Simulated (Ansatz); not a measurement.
Planning a run of Ansatz 0.2.0 on SrC2 (C2/c). The input:

```yaml
crystal:
  lattice:
    - [7.0455, -4.4681, 0.0]
    - [7.0455, 4.4681, 0.0]
    - [-4.5493287402, 0.0, 14.6783665254]
  atoms:
    - { symbol: Sr, position: [0.4081976685, 0.0918023315, 0.125] }
    - { symbol: Sr, position: [0.0918023315, 0.4081976685, 0.375] }
    - { symbol: C, position: [0.0645756192, 0.2102899435, 0.0283843154] }
    - { symbol: C, position: [0.2897100565, 0.4354243808, 0.2216156846] }
    - { symbol: C, position: [0.4354243808, 0.2897100565, 0.4716156846] }
    - { symbol: C, position: [0.2102899435, 0.0645756192, 0.2783843154] }
    - { symbol: Sr, position: [0.4081976685, 0.0918023315, 0.625] }
    - { symbol: Sr, position: [0.0918023315, 0.4081976685, 0.875] }
    - { symbol: C, position: [0.0645756192, 0.2102899435, 0.5283843154] }
    - { symbol: C, position: [0.2897100565, 0.4354243808, 0.7216156846] }
    - { symbol: C, position: [0.4354243808, 0.2897100565, 0.9716156846] }
    - { symbol: C, position: [0.2102899435, 0.0645756192, 0.7783843154] }
    - { symbol: Sr, position: [0.4081976685, 0.5918023315, 0.125] }
[... 29 atom lines left out ...]
    - { symbol: Sr, position: [0.9081976685, 0.5918023315, 0.625] }
    - { symbol: Sr, position: [0.5918023315, 0.9081976685, 0.875] }
    - { symbol: C, position: [0.5645756192, 0.7102899435, 0.5283843154] }
    - { symbol: C, position: [0.7897100565, 0.9354243808, 0.7216156846] }
    - { symbol: C, position: [0.9354243808, 0.7897100565, 0.9716156846] }
    - { symbol: C, position: [0.7102899435, 0.5645756192, 0.7783843154] }
kpoints:
  mp_grid: { grid: [2, 2, 1] }
hamiltonian:
  xc: lda
scf:
  occupations: { method: fixed }
gw:
  n_empty_bands: 968
  ecut_chi: 60.0
  qp_bands: [v1, c1]
  qp_kpoints: band_edges
  screening: { model: contour_deformation }
```

```sh
ansatz run input.yaml --threads 16 --pin off --max-ram 36864MiB --backend cpu --events-out ev --progress --plain --runs-dir out
```

**Question.** How long will it take on 16 threads of Arm Neoverse V2, shared host, and how much memory?

It took 2.8 min; on shared hardware allow 85 s to 5.6 min. Peak host memory was 14 GiB. The sizes that set the cost: 18005 plane waves a state, 3 irreducible k points, 1112 bands summed, 973 plane waves in the screening and 7 SCF cycles.

The screening grows as filled bands × empty bands × pairs of k points, times the square of the screening basis for the matrix.

[Paths, hosts, dates, memory and timing lines, banners, echoed tables and standing remarks are left out of the program output.]

[Logs are printed without paths, hosts, clocks, repeated set-up lines and the standing remarks that a program may print on its own settings, such as how far it seeks lower states.]

[Runs of the session that timed out or met a known fault of the program may be left out.]

[Cells called generated may have been cut or substituted from an entry of the Crystallography Open Database or the Materials Project.]

[Hosts, paths, dates, database ids (printed as entryN), source tags and the programs' standing remarks are cut or masked in the printed files.]
